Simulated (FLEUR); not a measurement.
Records of electronic-structure calculations.

MnCuAs: parallel and opposed starts. The structure is tetragonal, space group P4/nmm (No. 129). Conventional cell: a = 3.699 Å, b = 3.699 Å, c = 6.408 Å, α = 90.00°, β = 90.00°, γ = 90.00°. Nearest to Mn lie 5 As at 2.49 to 2.64 Å and 4 Cu at 2.84 Å. Cu has 4 As at 2.56 Å and 4 Cu at 2.62 Å and 4 Mn at 2.84 Å nearest. Nearest to As lie 5 Mn at 2.49 to 2.64 Å and 4 Cu at 2.56 Å. Farther neighbours are not listed. The calculation used PBEsol; all-electron FLAPW, Dirac cores, scalar-relativistic bands in FLEUR MaX-R8.1, with kmax 3.6 1/bohr, gmax 10.8 1/bohr, muffin tin radii Mn: 2.29, Cu: 2.43, As: 2.29 bohr, lmax Mn: [8, 6], Cu: [10, 8], As: [8, 6], hist occupations, smearing width 0.05 eV, mixer Anderson, mixing 0.05, max iterations 90, stop 2.00e-5 me/bohr³, collinear spin, 8×8×4 k-mesh, mesh matched on, starting moments 3.5 -3.5 0 0 0 0 μB in one of its runs. The lowest state found is antiferromagnetic (initial antiferro +-). The largest site spin moment is 3.54 μB. The next finished state is ferromagnetic, 167 meV a seeded atom higher and the energy gained by spin polarisation is 1171 meV a seeded atom. It took 3 runs, 2.8 min in all on 4 MPI ranks of Intel Xeon 6975P-C (Granite Rapids), shared host (the runs of this entry). The lowest state found is antiferromagnetic, reached from the start antiferro +-, with moments up to 3.54 μB. The next finished state costs 167 meV a seeded atom. Only 3 starts were tried; other patterns of signs, canted and longer-period orders were not.

[Hosts, paths, dates, database ids (printed as entryN), source tags and the programs' standing remarks are cut or masked in the printed files.]

[Where a cell is said to come from a database of computed structures, the database is the Materials Project.]
